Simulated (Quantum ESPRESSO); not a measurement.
# CrB2: parallel and opposed starts

Aim: find out which collinear order of CrB2 costs least.

Main program and level: Quantum ESPRESSO 7.5; PBEsol; plane waves with GBRV 1.5 PBEsol potentials, no spin-orbit coupling.

Report form: the programs' logs are mostly left out.

## (1) The starting structure

The structure is hexagonal, space group P6/mmm (No. 191). The conventional cell has a = 2.970 Å, b = 2.970 Å, c = 3.070 Å, α = 90.00°, β = 90.00°, γ = 120.00°. Nearest to Cr lie 12 B at 2.30 Å. Nearest to B lie 3 B at 1.71 Å and 6 Cr at 2.30 Å. Farther neighbours are not listed.

As a file:

```cif
data_structure
_symmetry_space_group_name_H-M 'P6/mmm'
_symmetry_Int_Tables_number 191
_cell_length_a 2.9700
_cell_length_b 2.9700
_cell_length_c 3.0700
_cell_angle_alpha 90.000
_cell_angle_beta 90.000
_cell_angle_gamma 120.000
_cell_volume 23.45
loop_
_atom_site_label
_atom_site_type_symbol
_atom_site_symmetry_multiplicity
_atom_site_Wyckoff_symbol
_atom_site_fract_x
_atom_site_fract_y
_atom_site_fract_z
_atom_site_occupancy
Cr1 Cr 1 a 0.00000 0.00000 0.00000 1
B1 B 2 d 0.33333 0.66667 0.50000 1
```

The cell comes from the Crystallography Open Database.

## (2) Run 1, typed as ferro +

The signs are those of the starting moments on the seeded atoms, the atoms that are given a moment.

The input, pw.in:

```
&CONTROL
  calculation = 'scf'
  prefix = 'pwscf'
  outdir = './tmp'
  pseudo_dir = './pseudo'
  disk_io = 'nowf'
/
&SYSTEM
  ibrav = 0
  celldm(1) = 8
  nat = 3
  ntyp = 2
  ecutwfc = 40
  ecutrho = 280
  nbnd = 18
  occupations = 'smearing'
  smearing = 'fd'
  degauss = 0.00734986
  nspin = 2
  starting_magnetization(1) = 0.1786
  starting_magnetization(2) = 0
/
&ELECTRONS
  conv_thr = 6d-09
  electron_maxstep = 150
  mixing_beta = 0.3
/
ATOMIC_SPECIES
Cr     51.9961 cr_pbesol_v1.5.uspp.F.UPF
B      10.8100 b_pbesol_v1.4.uspp.F.UPF
CELL_PARAMETERS alat
   0.7015608237673    0.0000000000000    0.0000000000000
  -0.3507804118837    0.6075694956730    0.0000000000000
   0.0000000000000    0.0000000000000    0.7251824003251
ATOMIC_POSITIONS crystal
Cr      0.0000000000    0.0000000000    0.0000000000
B       0.3333333333    0.6666666667    0.5000000000
B       0.6666666667    0.3333333333    0.5000000000
K_POINTS automatic
10 10 10 0 0 0
```

Run with:

```console
OMP_NUM_THREADS=1 mpirun -n 4 pw.x -nk 4 -in pw.in > pw.out
```

Wall time 8.7 s (4 MPI ranks of Arm Neoverse V2, shared host); peak memory 0.27 GiB; 35 s of CPU time.

Spin moment in the atom's sphere by atom:

| atom | spin moment in the atom's sphere (μB) |
| --- | --- |
| Cr1 | 1.12 |
| B2 | -0.01 |
| B3 | -0.01 |

Numbers from this step:

- smearing term TS: 0.07063 eV
- magnetization: 1.183 μB
- absolute magnetization: 1.268 μB
- final state: ferromagnetic

Spin density in the ab plane at fractional z = 0.500, with atoms of B within 0.2 Å of it.

Ten even steps from '0' (-6.38 × 1e-3 e/Å³) to '9' (5.73 × 1e-3 e/Å³):
```
875311000113578
653210000123567
432101110123455
211001100112333
110110110111221
100111100111111
000101000000000
000000000010100
111111100111100
112211101101101
233321100110011
455432101110123
676532100001235
887531100011357
986421100112468
```
Columns run along a (3.0 Å), rows up along b (3.0 Å). Atoms in or near the plane, at fractional coordinates: B at (0.33, 0.67), B at (0.67, 0.33).

Valence density in the ab plane at fractional z = 0.500, with atoms of B within 0.2 Å of it. It is the smooth field of the valence electrons, not physical close to the nuclei.

Values in e/Å³, 15 rows by 15 columns:
```
0.21 0.24 0.29 0.38 0.51 0.66 0.80 0.85 0.80 0.66 0.51 0.38 0.29 0.24 0.21
0.25 0.29 0.37 0.48 0.62 0.76 0.84 0.84 0.76 0.62 0.48 0.37 0.29 0.25 0.24
0.32 0.38 0.48 0.61 0.71 0.74 0.73 0.74 0.71 0.61 0.48 0.38 0.32 0.29 0.29
0.43 0.51 0.62 0.71 0.67 0.63 0.63 0.67 0.71 0.62 0.51 0.43 0.38 0.37 0.38
0.57 0.66 0.76 0.74 0.63 0.62 0.63 0.74 0.76 0.66 0.57 0.51 0.48 0.48 0.51
0.72 0.80 0.84 0.73 0.63 0.63 0.73 0.84 0.80 0.72 0.66 0.62 0.61 0.62 0.66
0.82 0.85 0.84 0.74 0.67 0.74 0.84 0.85 0.82 0.80 0.76 0.71 0.71 0.76 0.80
0.82 0.80 0.76 0.71 0.71 0.76 0.80 0.82 0.85 0.84 0.74 0.67 0.74 0.84 0.85
0.72 0.66 0.62 0.61 0.62 0.66 0.72 0.80 0.84 0.73 0.63 0.63 0.73 0.84 0.80
0.57 0.51 0.48 0.48 0.51 0.57 0.66 0.76 0.74 0.63 0.62 0.63 0.74 0.76 0.66
0.43 0.38 0.37 0.38 0.43 0.51 0.62 0.71 0.67 0.63 0.63 0.67 0.71 0.62 0.51
0.32 0.29 0.29 0.32 0.38 0.48 0.61 0.71 0.74 0.73 0.74 0.71 0.61 0.48 0.38
0.25 0.24 0.25 0.29 0.37 0.48 0.62 0.76 0.84 0.84 0.76 0.62 0.48 0.37 0.29
0.21 0.21 0.24 0.29 0.38 0.51 0.66 0.80 0.85 0.80 0.66 0.51 0.38 0.29 0.24
0.20 0.21 0.25 0.32 0.43 0.57 0.72 0.82 0.82 0.72 0.57 0.43 0.32 0.25 0.21
```
Columns run along a (3.0 Å), rows up along b (3.0 Å). Atoms in or near the plane, at fractional coordinates: B at (0.33, 0.67), B at (0.67, 0.33).

## (3) Start 2: antiferro q=(0,1/2,0) +−

The cell is doubled to 6 atoms to hold this order. The wavevector q is in fractions of the reciprocal vectors of the crystal's primitive cell, as the cells of these inputs are built from it; moments change sign between cells as cos(2π q·R).

The input, pw.in:

```
&CONTROL
  calculation = 'scf'
  prefix = 'pwscf'
  outdir = './tmp'
  pseudo_dir = './pseudo'
  disk_io = 'nowf'
/
&SYSTEM
  ibrav = 0
  celldm(1) = 8
  nat = 6
  ntyp = 3
  ecutwfc = 40
  ecutrho = 280
  nbnd = 29
  occupations = 'smearing'
  smearing = 'fd'
  degauss = 0.00734986
  nspin = 2
  starting_magnetization(1) = 0.1786
  starting_magnetization(2) = -0.1786
  starting_magnetization(3) = 0
/
&ELECTRONS
  conv_thr = 1.2d-08
  electron_maxstep = 150
  mixing_beta = 0.3
/
ATOMIC_SPECIES
Cr1    51.9961 cr_pbesol_v1.5.uspp.F.UPF
Cr2    51.9961 cr_pbesol_v1.5.uspp.F.UPF
B      10.8100 b_pbesol_v1.4.uspp.F.UPF
CELL_PARAMETERS alat
   0.7015608237673    0.0000000000000    0.0000000000000
  -0.7015608237673    1.2151389913461    0.0000000000000
   0.0000000000000    0.0000000000000    0.7251824003251
ATOMIC_POSITIONS crystal
Cr1     0.0000000000    0.0000000000    0.0000000000
Cr2     0.0000000000    0.5000000000    0.0000000000
B       0.3333333333    0.3333333334    0.5000000000
B       0.3333333333    0.8333333333    0.5000000000
B       0.6666666667    0.1666666666    0.5000000000
B       0.6666666667    0.6666666666    0.5000000000
K_POINTS automatic
10 5 10 0 0 0
```

The job ended after 45 s (4 MPI ranks; peak memory 0.45 GiB).

Spin moment in the atom's sphere by atom:

| atom | spin moment in the atom's sphere (μB) |
| --- | --- |
| Cr1 | 1.20 |
| Cr2 | -1.20 |
| B3 | 0.01 |
| B4 | -0.01 |
| B5 | -0.01 |
| B6 | 0.01 |

Numbers from this step:

- smearing term TS: 0.1086 eV
- magnetization: 0 μB
- absolute magnetization: 2.774 μB
- final state: antiferromagnetic

Spin density in the ab plane at fractional z = 0.500, with atoms of B within 0.2 Å of it.

Ten even steps from '0' (-2.13 × 1e-2 e/Å³) to '9' (2.13 × 1e-2 e/Å³):
```
655432222234556
544322222234455
332223432223344
221125521122222
111224221111111
223444432210001
356888653210012
678998764311134
789998776555567
888888887757788
777777887447887
655667776567776
444556777777655
334456777776544
234556777765543
344567777765443
455677777765544
667776567776655
778874478877777
888775778888888
776555567789998
643111346789987
321001235688865
210001223444432
111111112242211
222222112552112
344332223432223
555443222222344
665543222223455
765443222234456
```
Columns run along a (3.0 Å), rows up along b (5.9 Å). Atoms in or near the plane, at fractional coordinates: B at (0.33, 0.33), B at (0.33, 0.83), B at (0.67, 0.17), B at (0.67, 0.67).

Valence density in the ab plane at fractional z = 0.500, with atoms of B within 0.2 Å of it. It is the smooth field of the valence electrons, not physical close to the nuclei.

Values in e/Å³, 24 rows by 15 columns, each cell a mean:
```
0.22 0.25 0.31 0.40 0.53 0.68 0.81 0.85 0.79 0.65 0.50 0.38 0.29 0.24 0.22
0.28 0.33 0.41 0.53 0.66 0.75 0.80 0.80 0.74 0.62 0.48 0.37 0.30 0.27 0.26
0.38 0.46 0.57 0.67 0.69 0.67 0.67 0.70 0.71 0.62 0.50 0.41 0.36 0.34 0.34
0.54 0.63 0.73 0.73 0.64 0.62 0.63 0.72 0.75 0.66 0.56 0.49 0.46 0.46 0.48
0.74 0.81 0.84 0.74 0.64 0.65 0.76 0.84 0.80 0.74 0.68 0.64 0.63 0.65 0.69
0.82 0.83 0.81 0.73 0.69 0.75 0.82 0.84 0.84 0.82 0.75 0.70 0.72 0.79 0.82
0.76 0.72 0.68 0.65 0.66 0.70 0.75 0.81 0.85 0.78 0.67 0.65 0.74 0.84 0.82
0.60 0.54 0.51 0.50 0.53 0.59 0.67 0.77 0.76 0.65 0.62 0.63 0.74 0.78 0.69
0.41 0.36 0.35 0.37 0.42 0.50 0.62 0.71 0.69 0.65 0.65 0.68 0.69 0.60 0.48
0.29 0.27 0.27 0.31 0.37 0.48 0.61 0.73 0.78 0.78 0.75 0.68 0.56 0.43 0.34
0.23 0.22 0.24 0.29 0.37 0.50 0.65 0.78 0.85 0.81 0.70 0.55 0.42 0.32 0.26
0.20 0.21 0.25 0.31 0.42 0.56 0.71 0.82 0.83 0.73 0.59 0.44 0.33 0.26 0.22
0.22 0.25 0.31 0.40 0.53 0.68 0.81 0.85 0.79 0.65 0.50 0.38 0.29 0.24 0.22
0.28 0.33 0.41 0.53 0.66 0.75 0.80 0.80 0.74 0.62 0.48 0.37 0.30 0.27 0.26
0.38 0.46 0.57 0.67 0.69 0.67 0.67 0.70 0.71 0.62 0.50 0.41 0.36 0.34 0.34
0.54 0.63 0.73 0.73 0.64 0.62 0.63 0.72 0.75 0.66 0.56 0.49 0.46 0.46 0.48
0.74 0.81 0.84 0.74 0.64 0.65 0.76 0.84 0.80 0.74 0.68 0.64 0.63 0.65 0.69
0.82 0.83 0.81 0.73 0.69 0.75 0.82 0.84 0.84 0.82 0.75 0.70 0.72 0.79 0.82
0.76 0.72 0.68 0.65 0.66 0.70 0.75 0.81 0.85 0.78 0.67 0.65 0.74 0.84 0.82
0.60 0.54 0.51 0.50 0.53 0.59 0.67 0.77 0.76 0.65 0.62 0.63 0.74 0.78 0.69
0.41 0.36 0.35 0.37 0.42 0.50 0.62 0.71 0.69 0.65 0.65 0.68 0.69 0.60 0.48
0.29 0.27 0.27 0.31 0.37 0.48 0.61 0.73 0.78 0.78 0.75 0.68 0.56 0.43 0.34
0.23 0.22 0.24 0.29 0.37 0.50 0.65 0.78 0.85 0.81 0.70 0.55 0.42 0.32 0.26
0.20 0.21 0.25 0.31 0.42 0.56 0.71 0.82 0.83 0.73 0.59 0.44 0.33 0.26 0.22
```
Columns run along a (3.0 Å), rows up along b (5.9 Å). Atoms in or near the plane, at fractional coordinates: B at (0.33, 0.33), B at (0.33, 0.83), B at (0.67, 0.17), B at (0.67, 0.67).

## (4) Run 3, typed as antiferro q=(0,0,1/2) +−

The cell is doubled to 6 atoms to hold this order.

The input, pw.in:

```
&CONTROL
  calculation = 'scf'
  prefix = 'pwscf'
  outdir = './tmp'
  pseudo_dir = './pseudo'
  disk_io = 'nowf'
/
&SYSTEM
  ibrav = 0
  celldm(1) = 8
  nat = 6
  ntyp = 3
  ecutwfc = 40
  ecutrho = 280
  nbnd = 29
  occupations = 'smearing'
  smearing = 'fd'
  degauss = 0.00734986
  nspin = 2
  starting_magnetization(1) = 0.1786
  starting_magnetization(2) = -0.1786
  starting_magnetization(3) = 0
/
&ELECTRONS
  conv_thr = 1.2d-08
  electron_maxstep = 150
  mixing_beta = 0.3
/
ATOMIC_SPECIES
Cr1    51.9961 cr_pbesol_v1.5.uspp.F.UPF
Cr2    51.9961 cr_pbesol_v1.5.uspp.F.UPF
B      10.8100 b_pbesol_v1.4.uspp.F.UPF
CELL_PARAMETERS alat
   0.7015608237673    0.0000000000000    0.0000000000000
  -0.3507804118837    0.6075694956730    0.0000000000000
   0.0000000000000    0.0000000000000    1.4503648006503
ATOMIC_POSITIONS crystal
Cr1     0.0000000000    0.0000000000    0.0000000000
Cr2     0.0000000000    0.0000000000    0.5000000000
B       0.3333333333    0.6666666667    0.2500000000
B       0.3333333333    0.6666666667    0.7500000000
B       0.6666666667    0.3333333333    0.2500000000
B       0.6666666667    0.3333333333    0.7500000000
K_POINTS automatic
10 10 5 0 0 0
```

Run time: 19 s. Hardware: 4 MPI ranks; peak memory 0.37 GiB; 76 s of CPU time.

Spin moment in the atom's sphere by atom:

| atom | spin moment in the atom's sphere (μB) |
| --- | --- |
| Cr1 | 1.21 |
| Cr2 | -1.21 |
| B3 | 0.00 |
| B4 | 0.00 |
| B5 | 0.00 |
| B6 | 0.00 |

Numbers from this step:

| Property | Result |
| --- | --- |
| smearing term TS | 0.1718 eV |
| magnetization | 0 μB |
| absolute magnetization | 2.851 μB |
| final state | antiferromagnetic |

## (5) Start 4: no spin polarisation

The input, pw.in:

```
&CONTROL
  calculation = 'scf'
  prefix = 'pwscf'
  outdir = './tmp'
  pseudo_dir = './pseudo'
  disk_io = 'nowf'
/
&SYSTEM
  ibrav = 0
  celldm(1) = 8
  nat = 3
  ntyp = 2
  ecutwfc = 40
  ecutrho = 280
  nbnd = 17
  occupations = 'smearing'
  smearing = 'fd'
  degauss = 0.00734986
/
&ELECTRONS
  conv_thr = 6d-09
  electron_maxstep = 150
  mixing_beta = 0.3
/
ATOMIC_SPECIES
Cr     51.9961 cr_pbesol_v1.5.uspp.F.UPF
B      10.8100 b_pbesol_v1.4.uspp.F.UPF
CELL_PARAMETERS alat
   0.7015608237673    0.0000000000000    0.0000000000000
  -0.3507804118837    0.6075694956730    0.0000000000000
   0.0000000000000    0.0000000000000    0.7251824003251
ATOMIC_POSITIONS crystal
Cr      0.0000000000    0.0000000000    0.0000000000
B       0.3333333333    0.6666666667    0.5000000000
B       0.6666666667    0.3333333333    0.5000000000
K_POINTS automatic
10 10 10 0 0 0
```

The job ended after 4 s (4 MPI ranks; peak memory 0.24 GiB).

This step gave:

```
smearing term TS : 0.08858 eV
final state      : non-magnetic (no spin polarisation)
```

## (6) The states side by side

An order is kept where moments of 0.15 μB or more survive with the typed signs; meshes match where a doubled cell samples the same k points as the first cell.

Orders:

| start | final state | typed order kept | energy over the lowest (meV a seeded atom) | largest site moment (μB) | net moment (μB a cell of the first run) | mesh matched | CPU time (s) |
| --- | --- | --- | --- | --- | --- | --- | --- |
| ferro + | ferromagnetic | yes | 30.63 | 1.12 | 1.183 | yes | 34.64 |
| antiferro q=(0,1/2,0) +- | antiferromagnetic | yes | 0 | 1.197 | 0 | yes | 179 |
| antiferro q=(0,0,1/2) +- | antiferromagnetic | yes | 45.41 | 1.21 | 0 | yes | 75.71 |
| no spin polarisation | non-magnetic | - | 79.03 | 0 | 0 | yes | 15.56 |

## (7) A Heisenberg model

E = −Σ J e·e over ordered pairs of unit vectors, so each pair counts twice. As many shells are taken as there are differences of energy, so the couplings are solved for and no residual tests the model; further shells are folded in, and shells whose pairs keep their relative signs in all orders cancel and are not probed. Couplings from the energies:

| pair | distance (Å) | neighbours an atom | J (meV) |
| --- | --- | --- | --- |
| Cr-Cr | 2.97 | 6 | -3.828 |
| Cr-Cr | 3.07 | 2 | 3.696 |

## (8) The lowest state again, with its states saved

The input, pw.in:

```
&CONTROL
  calculation = 'scf'
  prefix = 'pwscf'
  outdir = './tmp'
  pseudo_dir = './pseudo'
  disk_io = 'low'
/
&SYSTEM
  ibrav = 0
  celldm(1) = 8
  nat = 6
  ntyp = 3
  ecutwfc = 40
  ecutrho = 280
  nbnd = 33
  occupations = 'smearing'
  smearing = 'fd'
  degauss = 0.00734986
  nspin = 2
  starting_magnetization(1) = 0.1786
  starting_magnetization(2) = -0.1786
  starting_magnetization(3) = 0
/
&ELECTRONS
  conv_thr = 1.2d-08
  electron_maxstep = 150
  mixing_beta = 0.3
/
ATOMIC_SPECIES
Cr1    51.9961 cr_pbesol_v1.5.uspp.F.UPF
Cr2    51.9961 cr_pbesol_v1.5.uspp.F.UPF
B      10.8100 b_pbesol_v1.4.uspp.F.UPF
CELL_PARAMETERS alat
   0.7015608237673    0.0000000000000    0.0000000000000
  -0.7015608237673    1.2151389913461    0.0000000000000
   0.0000000000000    0.0000000000000    0.7251824003251
ATOMIC_POSITIONS crystal
Cr1     0.0000000000    0.0000000000    0.0000000000
Cr2     0.0000000000    0.5000000000    0.0000000000
B       0.3333333333    0.3333333334    0.5000000000
B       0.3333333333    0.8333333333    0.5000000000
B       0.6666666667    0.1666666666    0.5000000000
B       0.6666666667    0.6666666666    0.5000000000
K_POINTS automatic
10 5 10 0 0 0
```

It took 46 s on 4 MPI ranks; peak memory 0.47 GiB.

Read from the output:

```yaml
smearing_term_ts: 0.1086 eV
magnetization: 0 μB
absolute_magnetization: 2.774 μB
final_state: antiferromagnetic
largest_moment: 1.197 μB
```

## (9) Another way to count moments

projwfc.x projects the saved states on orthogonalised atomic orbitals of the pseudopotential files.

Run time: 2.3 s. Hardware: 4 MPI ranks; peak memory 0.3 GiB; 9.9 s of CPU time.

| atom | moment in the sphere (μB) | Löwdin moment (μB) | Löwdin charge (e) |
| --- | --- | --- | --- |
| Cr1 | 1.197 | 1.361 | 12.912 |
| Cr2 | -1.197 | -1.361 | 12.912 |
| B3 | 0.007 | 0.021 | 3.499 |
| B4 | -0.007 | -0.021 | 3.499 |
| B5 | -0.007 | -0.021 | 3.499 |
| B6 | 0.007 | 0.021 | 3.499 |

## (10) Results

| Property | Result |
| --- | --- |
| lowest state found | antiferromagnetic (from antiferro q=(0,1/2,0) +-) |
| largest site moment | 1.20 μB |
| next state with moments | ferromagnetic, 30.6 meV a seeded atom higher |
| state without moments | 79.0 meV a seeded atom higher |
| J of the weightiest shell (Cr-Cr, 2.97 Å; E = −Σ J e·e, ordered pairs) | -3.83 meV |

What this shows: The smearing terms TS of the orders run from 54 to 86 meV a seeded atom, so the differences would change at a smaller width: an order with a larger TS is lowered more by the smearing. The largest moment changes by 7.5 % between the kept orders, a modest change. The largest moment reads 1.20 μB in the sphere and 1.36 μB by Löwdin projection; a site moment hangs on how space is shared out. This is the lowest of 4 collinear or spinless starts, no proof of the ground state. Energies are free energies at an electronic temperature of 1160 K, which lowers moments and differences where the moments are itinerant.

[Logs and program files are shortened in this print: banners, set-up blocks, solver, clock and traceback lines can be left out without a mark of their own.]

[Logs are printed without paths, hosts, clocks, repeated set-up lines and the standing remarks that a program may print on its own settings, such as how far it seeks lower states.]

[Hosts, paths, dates, database ids (printed as entryN), source tags and the programs' standing remarks are cut or masked in the printed files.]

[Where a cell is said to come from a database of computed structures, the database is the Materials Project.]
